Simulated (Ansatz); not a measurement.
# Electron scattering at the Σ9 (114) boundary in bcc Mo

Aim: the relaxed structure and the specific resistance of the Σ9 (114) boundary in bcc Mo.

Program: Ansatz 0.2.0. Level of theory: Ansatz plane-wave DFT, r2SCAN, PAW files; relaxation of a bicrystal slab with its lowest layers held; PAW set soft_1, in the first sound run; inputs show where later runs differ. Results are calculated unless marked as measured.

Report form: the programs' logs are mostly left out.

## Step 1: Set-up

The cell holds 25 atoms: 25 Mo. Its edges and angles: a = 5.219 Å, b = 4.451 Å, c = 29.544 Å, α = 90.0°, β = 90.0°, γ = 64.8°. It derives from Mo. built on the (1 1 4) plane; 2 overlapping atoms removed and the grains opened by 0 Å. Vacuum lies along c.

## Step 2: Relaxing the bicrystal

The boundary is built by mirroring the lower grain in the boundary plane and removing any atoms that overlap. A thin bicrystal slab is relaxed first, with the lowest layers held and the upper grain free to shift and open.

Contents of input.yaml:

```yaml
crystal:
  lattice:
    - [5.2187091076, 0.0, 0.0]
    - [1.8977124028, 4.0256559262, 0.0]
    - [0.0, 0.0, 29.5438753375]
  atoms:
    - { symbol: Mo, position: [0.8888888887, 0.0555555556, 0.1692398151] }
    - { symbol: Mo, position: [0.4444444443, 0.7777777778, 0.1943467114] }
    - { symbol: Mo, position: [0.9999999999, 0.5, 0.2194536077] }
    - { symbol: Mo, position: [0.5555555555, 0.2222222223, 0.2445605039] }
    - { symbol: Mo, position: [0.111111111, 0.9444444445, 0.2696674002] }
    - { symbol: Mo, position: [0.6666666666, 0.6666666667, 0.2947742965] }
    - { symbol: Mo, position: [0.2222222222, 0.3888888889, 0.3198811927] }
    - { symbol: Mo, position: [0.7777777777, 0.1111111111, 0.344988089] }
[... 13 atom lines left out ...]
    - { symbol: Mo, position: [0.8888888887, 0.0555555556, 0.721591533] }
    - { symbol: Mo, position: [0.3333333332, 0.3333333334, 0.7466984293] }
    - { symbol: Mo, position: [0.7777777776, 0.6111111112, 0.7718053256] }
    - { symbol: Mo, position: [0.222222222, 0.888888889, 0.7969122219] }
kpoints:
  mp_grid: { grid: [6, 6, 1] }
hamiltonian:
  xc: r2scan
  pseudopotentials: { kind: paw, azcp: { folder: soft_1 } }
scf:
  occupations: { method: fermi_dirac, width: 0.1 }
relax:
  f_tol: 0.03
  max_steps: 80
  constraints: [{ sites: [0, 1, 2, 3, 4] }]
```

The run is started by

```bash
$ ansatz run input.yaml --threads 4 --pin off --max-ram 15360MiB --backend cpu --events-out ev --progress --plain --runs-dir out
```

Wall time 19 min (4 threads of Arm Neoverse V1, shared host); peak memory 4.5 GiB.

Relaxation path:

```
step  energy less that of the first step (eV)  largest force component (eV/Å)
   1                                   0.0000                          2.4374
   2                                  -0.5612                          0.6069
   3                                  -0.8527                          0.3121
   4                                  -1.0082                          0.3336
   5                                  -1.0532                          0.1547
   6                                  -1.0610                          0.0839
   7                                  -1.0626                          0.0589
   8                                  -1.0625                          0.0993
   9                                  -1.0626                          0.0587
  10                                  -1.0625                          0.0996
  11                                  -1.0634                          0.0260
```

Relaxation steps 8, 10 were tried and not accepted.

The run keeps the 2 symmetry operations that it works with, so distortions that break them were not tested.

The atoms that moved most (Å):

```
atom      dx     dy      dz  length
Mo25  -0.071  0.033  -0.628   0.632
Mo24  -0.219  0.103  -0.541   0.593
Mo16  -0.126  0.059  -0.459   0.479
Mo20  -0.107  0.050  -0.461   0.476
Mo17  -0.155  0.073  -0.441   0.473
Mo21  -0.096  0.045  -0.450   0.462
Mo15  -0.142  0.067  -0.429   0.457
Mo19  -0.129  0.061  -0.431   0.454
```

This step gave:

| Property | Result |
| --- | --- |
| free energy | -124178.9731 eV |
| energy at zero smearing | -124178.6550 eV |
| Fermi energy | 11.84 eV |

The largest force component on a free atom ends at 0.026 eV/Å, under the tolerance of 0.03, after 11 steps.

## Step 3: Transmission across the boundary

Bulk layers of each grain are laid under and over the relaxed boundary, and a lead is named in the middle of each, away from the free faces. The mesh across the current, 16×16, is finer than the density's, because channels open and close sharply across the zone. Energies from -0.1 to 0.1 eV in steps of 0.05 eV are too few for the program's thermal sum, so it prints no conductance; for a metal the transmission near the Fermi level serves, at a fraction of the cost.

This step: Ansatz plane-wave DFT, r2SCAN, PAW files; ballistic transport by layer matching (Landauer), zero bias; boundary relaxed in a short slab, bulk layers laid on; PAW set soft_1 (Ansatz 0.2.0).

System of this step: Σ9 (114) boundary in bcc Mo. The cell holds 56 atoms: 56 Mo. Its edges and angles: a = 5.219 Å, b = 4.451 Å, c = 49.114 Å, α = 90.0°, β = 90.0°, γ = 64.8°. It derives from Mo. Regions: lower grain, 23 atoms (23 Mo); boundary, 14 atoms (14 Mo); upper grain, 19 atoms (19 Mo). Vacuum lies along c.

Contents of input.yaml:

```yaml
crystal:
  lattice:
    - [5.2187091076, 0.0, 0.0]
    - [1.8977124028, 4.0256559262, 0.0]
    - [0.0, 0.0, 49.1139490717]
  atoms:
    - { symbol: Mo, position: [-16.6666666671, 8.3333333335, 0.0814432575] }
    - { symbol: Mo, position: [-16.1111111115, 8.0555555557, 0.0965459936] }
    - { symbol: Mo, position: [-15.5555555559, 7.7777777779, 0.1116487298] }
    - { symbol: Mo, position: [-15.0000000004, 7.5000000002, 0.1267514659] }
    - { symbol: Mo, position: [-14.4444444448, 7.2222222224, 0.141854202] }
    - { symbol: Mo, position: [-13.8888888892, 6.9444444446, 0.1569569382] }
    - { symbol: Mo, position: [-13.3333333337, 6.6666666668, 0.1720596743] }
    - { symbol: Mo, position: [-12.7777777781, 6.388888889, 0.1871624104] }
[... 44 atom lines left out ...]
    - { symbol: Mo, position: [-12.811312329, 6.4056561645, 0.8732485341] }
    - { symbol: Mo, position: [-13.3668678845, 6.6834339422, 0.8883512702] }
    - { symbol: Mo, position: [-13.9224234401, 6.96121172, 0.9034540064] }
    - { symbol: Mo, position: [-14.4779789957, 7.2389894978, 0.9185567425] }
kpoints:
  mp_grid: { grid: [6, 6, 1] }
hamiltonian:
  xc: r2scan
  pseudopotentials: { kind: paw, azcp: { folder: soft_1 } }
scf:
  occupations: { method: fermi_dirac, width: 0.1 }
output:
  transmission:
    leads: [[12, 13], [45, 46]]
    kmesh: [16, 16]
    e_range: [-0.1, 0.1]
    de: 0.05
  write_potential: true
  write_density: true
  volumetric_format: npy
  elf: true
```

Wall time 32 min (4 threads); peak memory 12 GiB; 2.1 h of CPU time.

This step gave:

```yaml
free_energy: -278175.2387 eV
energy_at_zero_smearing: -278174.6248 eV
fermi_energy: 17.27 eV
cell_area: 21.01 Å²
transmission_per_spin_nearest_the_fermi_level: 1.577
open_channels_per_spin_nearest_the_fermi_level: 3.266
open_channels_per_spin_upper_lead: 3.266
step_of_the_lead_s_potential: 19 meV
step_of_the_upper_lead_s_potential: 17.7 meV
```

Per spin. Table of transmission, zone mean by energy, zero at the Fermi level:

```
energy (eV)  transmission, zone mean
    -0.1000                     1.55
    -0.0500                     1.55
     0.0000                     1.58
     0.0500                     1.62
     0.1000                     1.66
```

Per spin. Table of open channels, zone mean by energy, zero at the Fermi level:

```
energy (eV)  lead  upper lead
    -0.1000  3.25        3.25
    -0.0500  3.23        3.23
     0.0000  3.27        3.27
     0.0500  3.35        3.35
     0.1000  3.52         3.5
```

Transmission over k1 and k2. At 0.0000 eV from the Fermi level.

Ten even steps from '0' (0.07) to '9' (2.75):
```
3666666354533545
8985898867515768
9644699665115669
5444542430103424
2332145420024541
4446565541455656
5589777755777798
3998877656778899
5897777557777985
4656554145565644
2145420024541233
5424301034245444
9966511566996446
8867515768898589
3545335453666666
7466266474662664
```
Columns: k1 (b1) from -0.5 to 0.438; rows upwards: k2 (b2) from -0.5 to 0.438.

Open channels over k1 and k2. At 0.0000 eV from the Fermi level.

Ten even steps from '_' (1.00) to '@' (6.00):
```
==************==**==**====**==**
%%@@%%==%%@@%%%%%%%%==::==%%%%%%
%%%%====%%%%%%**====____====**%%
==::==::====::::::______::::::==
::::::::::======::____::======::
::::::**======**==::==**======**
::::==**==******====******==**==
::==**********==**==**********==
::==**==******====******==**==::
::**======**==::==**======**::::
::::======::____::======::::::::
====::::::______::::::====::==::
%%%%**====____====**%%%%%%====%%
%%%%%%%%==::==%%%%%%%%@@%%==%%@@
==**==**====**==**==************
**==****::****==**==****::****==
```
Columns: k1 (b1) from -0.5 to 0.438; rows upwards: k2 (b2) from -0.5 to 0.438.

Valence density in the cb plane at fractional x = 0.300, with atoms of Mo within 0.2 Å of it. It is the smooth field of the valence electrons, not physical close to the nuclei.

Values in e/Å³, 7 rows by 16 columns, each cell a mean:
```
2.9 0.4 0.9 2.9 0.5 0.5 0.3 1.2 5.6 1.0 0.3 0.4 0.1 0.0 0.0 0.0
2.4 0.4 0.8 2.3 0.4 0.4 0.3 1.0 4.8 0.8 0.3 0.4 0.1 0.0 0.0 0.0
0.5 0.4 0.4 0.4 0.3 0.3 0.3 0.4 0.8 0.4 0.3 0.3 0.1 0.0 0.0 0.0
0.3 2.7 1.7 0.3 0.3 0.3 1.0 1.1 0.3 1.2 1.0 0.3 0.2 0.0 0.0 0.0
0.4 4.9 3.2 0.3 0.5 0.4 2.2 2.2 0.3 2.4 2.0 0.4 0.3 0.0 0.0 0.0
0.3 1.9 1.3 0.3 0.3 0.3 0.8 0.8 0.3 0.9 0.7 0.3 0.2 0.0 0.0 0.0
0.6 0.4 0.4 0.6 0.3 0.3 0.3 0.4 1.2 0.4 0.3 0.3 0.1 0.0 0.0 0.0
```
Columns run along c (16.0 Å, from fractional 0.67 to 1.00 of the cell), rows up along b (4.5 Å). Atoms in or near the plane, at fractional coordinates: Mo at (0.71, 0.35), Mo at (0.84, 0.85).

Electrostatic potential energy in the cb plane at fractional x = 0.300, with atoms of Mo within 0.2 Å of it. With pseudopotentials it is smooth inside the atoms' cores, unlike the true potential.

Ten even steps from '0' (-42 eV) to '9' (21 eV), each cell a mean:
```
22479985214798888999730005899988899999999999
00379984002788878999720004899887899999999999
21479985214798888999730005899988899999999999
65789987657899999999864347999999999999999999
88888888889999999988888788889999999999999999
99864358999999999866789998667899999999999999
99720016899888898621479986213799888999999999
99610005899877888410269985102688878899999999
99720016899888898521379986213799888999999999
99863358999999999865789998656899989999999999
88888788889999999988888888889999999999999999
66789998667899999999874358999999999999999999
```
Columns run along c (16.0 Å, from fractional 0.67 to 1.00 of the cell; values clipped at the 3rd and 97th percentile), rows up along b (4.5 Å). Atoms in or near the plane, at fractional coordinates: Mo at (0.71, 0.35), Mo at (0.84, 0.85).

ELF in the cb plane at fractional x = 0.300, with atoms of Mo within 0.2 Å of it. It is the smooth field of the valence electrons, not physical close to the nuclei.

Ten even steps from '0' (0.00) to '9' (0.73), each cell a mean:
```
88634525886343233465379995355332234443210000
99723426998443333454388596254333233443210000
88634525886343233465379995355332234443210000
34434543432354334565347763455433345543210000
33333333333555455433333333333455544432100000
55357753455543454234434543432355332211000000
64389994365432343478633534886444322110000000
63387694355333343699833425998544332100000000
64389994365332343578733534886444332100000000
65357863466533354234434543442355332211000000
33333334333555455433333333323455544432100000
34335543432354334565446763455433345543210000
```
Columns run along c (16.0 Å, from fractional 0.67 to 1.00 of the cell), rows up along b (4.5 Å). Atoms in or near the plane, at fractional coordinates: Mo at (0.71, 0.35), Mo at (0.84, 0.85).

Over the solved energies the transmission per spin lies between 1.55 and 1.66, out of 3.32 channels of the lead on average (up to 3.52).

## Step 4: Specific resistance

This step: Ansatz plane-wave DFT, r2SCAN, PAW files; ballistic transport by layer matching (Landauer), zero bias; specific resistance of the boundary; PAW set soft_1 (Ansatz 0.2.0).

This step gave:

* area resistance: 0.8849 fΩ m²
* T over the leads' mean channel count: 0.4799

Averaged over the energies near the Fermi level, 48.0 % of the channels pass, which makes 0.885 fΩ m².

By hand, with T and the leads' channels N averaged over the energies near the Fermi level: RA = A (h/2e²)(1/T − ½[1/N₁ + 1/N₂]) = 21.01×10⁻²⁰ m² × 12 906 Ω × (1/1.594 − ½[1/3.322 + 1/3.319]) = 0.885 fΩ m².

## Step 5: Single-crystal slab for reference

The free faces cost energy too. A single-crystal slab with the same faces and held layers is relaxed, so that they cancel.

This step: Ansatz plane-wave DFT, r2SCAN, PAW files; relaxation of a single-crystal slab with its lowest layers held; PAW set soft_1 (Ansatz 0.2.0).

System of this step: Mo slab, plane (1, 1, 4). The cell holds 26 atoms: 26 Mo. Its edges and angles: a = 5.219 Å, b = 4.451 Å, c = 29.544 Å, α = 90.0°, β = 90.0°, γ = 64.8°. It derives from Mo. Vacuum lies along c.

Contents of input.yaml:

```yaml
crystal:
  lattice:
    - [5.2187091076, 0.0, 0.0]
    - [1.8977124028, 4.0256559262, 0.0]
    - [0.0, 0.0, 29.5438753375]
  atoms:
    - { symbol: Mo, position: [0.1111111108, 0.9444444446, 0.1692398151] }
    - { symbol: Mo, position: [0.6666666664, 0.6666666668, 0.1943467114] }
    - { symbol: Mo, position: [0.2222222219, 0.388888889, 0.2194536077] }
    - { symbol: Mo, position: [0.7777777775, 0.1111111112, 0.2445605039] }
    - { symbol: Mo, position: [0.3333333331, 0.8333333334, 0.2696674002] }
    - { symbol: Mo, position: [0.8888888886, 0.5555555557, 0.2947742965] }
    - { symbol: Mo, position: [0.4444444442, 0.2777777779, 0.3198811927] }
    - { symbol: Mo, position: [0.9999999998, 1.0e-10, 0.344988089] }
[... 14 atom lines left out ...]
    - { symbol: Mo, position: [0.3333333333, 0.8333333333, 0.721591533] }
    - { symbol: Mo, position: [0.8888888889, 0.5555555556, 0.7466984293] }
    - { symbol: Mo, position: [0.4444444444, 0.2777777778, 0.7718053256] }
    - { symbol: Mo, position: [0.0, 0.0, 0.7969122219] }
kpoints:
  mp_grid: { grid: [6, 6, 1] }
hamiltonian:
  xc: r2scan
  pseudopotentials: { kind: paw, azcp: { folder: soft_1 } }
scf:
  occupations: { method: fermi_dirac, width: 0.1 }
relax:
  f_tol: 0.03
  max_steps: 80
  constraints: [{ sites: [0, 1, 2, 3, 4] }]
```

Wall time 13 min (4 threads); peak memory 4.6 GiB.

Step by step:

```
step  energy less that of the first step (eV)  largest force component (eV/Å)
   1                                   0.0000                          2.4500
   2                                  -0.3750                          0.4356
   3                                  -0.4007                          0.2771
   4                                  -0.4146                          0.1513
   5                                  -0.4040                          0.2054
   6                                  -0.4211                          0.0529
   7                                  -0.4214                          0.0215
```

Relaxation step 5 was tried and not accepted.

The atoms that moved most (Å):

```
atom      dx      dy      dz  length
Mo26  -0.060   0.028  -0.182   0.194
Mo25   0.091  -0.043  -0.083   0.130
Mo23  -0.004   0.002   0.080   0.080
Mo22  -0.037   0.017  -0.008   0.041
Mo24   0.007  -0.003   0.040   0.040
Mo21  -0.022   0.010   0.012   0.027
Mo19   0.004  -0.002   0.024   0.025
Mo16  -0.008   0.004   0.017   0.019
```

The relaxed structure:

```xyz
26
Lattice="5.2187 0.0000 0.0000 1.8977 4.0257 0.0000 0.0000 0.0000 29.5439" Properties=species:S:1:pos:R:3
Mo    2.3721    3.8020    5.0000
Mo    4.7443    2.6838    5.7418
Mo    1.8977    1.5655    6.4835
Mo    4.2699    0.4473    7.2253
Mo    3.3210    3.3547    7.9670
Mo    5.6925    2.2368    8.6947
Mo    2.8394    1.1216    9.4534
Mo    5.2040    0.0069   10.1853
Mo    4.2589    2.9126   10.9439
Mo    1.4107    1.7951   11.6673
Mo    3.7912    0.6729   12.4204
Mo    2.8405    3.5812   13.1596
Mo    5.2162    2.4613   13.9115
Mo    2.3629    1.3463   14.6433
Mo    4.7390    0.2262   15.4011
Mo    3.7874    3.1348   16.1429
Mo    6.1674    2.0129   16.8830
Mo    3.3197    0.8952   17.6061
Mo    2.3764    3.8000   18.3759
Mo    4.7348    2.6883   19.1081
Mo    1.8758    1.5759   19.8475
Mo    4.2332    0.4646   20.5693
Mo    3.3169    3.3567   21.3985
Mo    5.7004    2.2331   22.1000
Mo    2.9376    1.0753   22.7194
Mo   -0.0601    0.0283   23.3617
```

Numbers from this step:

| Property | Result |
| --- | --- |
| free energy | -129149.3633 eV |
| energy at zero smearing | -129149.0547 eV |
| Fermi energy | 12.50 eV |

The largest force component on a free atom ends at 0.022 eV/Å, under the tolerance of 0.03, after 7 steps.

## Step 6: Bulk reference

The perfect crystal gives the energy per atom, for the atoms by which bicrystal and slab differ.

This step: Ansatz plane-wave DFT, r2SCAN, PAW files; bulk reference; PAW set soft_1 (Ansatz 0.2.0).

System of this step: Mo. Symmetry: Im-3m, No. 229, cubic system. Conventional cell: a = 3.147 Å, b = 3.147 Å, c = 3.147 Å, α = 90.00°, β = 90.00°, γ = 90.00°. Nearest to Mo lie 8 Mo at 2.73 Å.

input.yaml, the sections that differ from step 5:

```yaml
crystal:
  lattice:
    - [-1.5735, 1.5735, 1.5735]
    - [1.5735, -1.5735, 1.5735]
    - [1.5735, 1.5735, -1.5735]
  atoms:
    - { symbol: Mo, position: [0.0, 0.0, 0.0] }
kpoints:
  mp_grid: { grid: [19, 19, 19] }
# hamiltonian, scf: as in step 5
# relax: removed
```

The job ended after 1.4 s (4 threads; peak memory 0.33 GiB; 4.7 s of CPU time).

Numbers from this step:

* free energy: -4967.6349 eV
* energy at zero smearing: -4967.6254 eV
* Fermi energy: 21.11 eV

## Step 7: Boundary energy

This step: Ansatz plane-wave DFT, r2SCAN, PAW files; bicrystal less single-crystal slab less bulk atoms, a boundary area; PAW set soft_1 (Ansatz 0.2.0).

This step gave:

- excess energy of the cell: 2.774 eV
- boundary energy: 2.116 J/m²

The boundary costs 2.1 J/m².

By hand: 2.77 eV / 21.01 Å² × 16.02 = 2.12 J/m².

## Step 8: Outcome

| Property | Result |
| --- | --- |
| specific resistance of the boundary | 0.885 fΩ m² |
| share of channels that pass | 0.480 |
| boundary energy | 2.12 J/m² |

In words: The boundary has a specific resistance of 0.88 fΩ m² and an energy of 2.1 J/m². The boundary reflects 52 % of the channels; 0.88 fΩ m² is 8.8×10⁻¹² Ω·cm². That equals the resistance of 16 nm of bulk Mo at 300 K (measured 5.52 µΩ cm, CRC Handbook of Chemistry and Physics, 84th ed., 2003, Electrical Resistivity of Pure Metals). One starting structure was relaxed; another shift or atom count at the boundary may lie lower.

[Logs are printed without paths, hosts, clocks, repeated set-up lines and the standing remarks that a program may print on its own settings, such as how far it seeks lower states.]

[Hosts, paths, dates, database ids (printed as entryN), source tags and the programs' standing remarks are cut or masked in the printed files.]
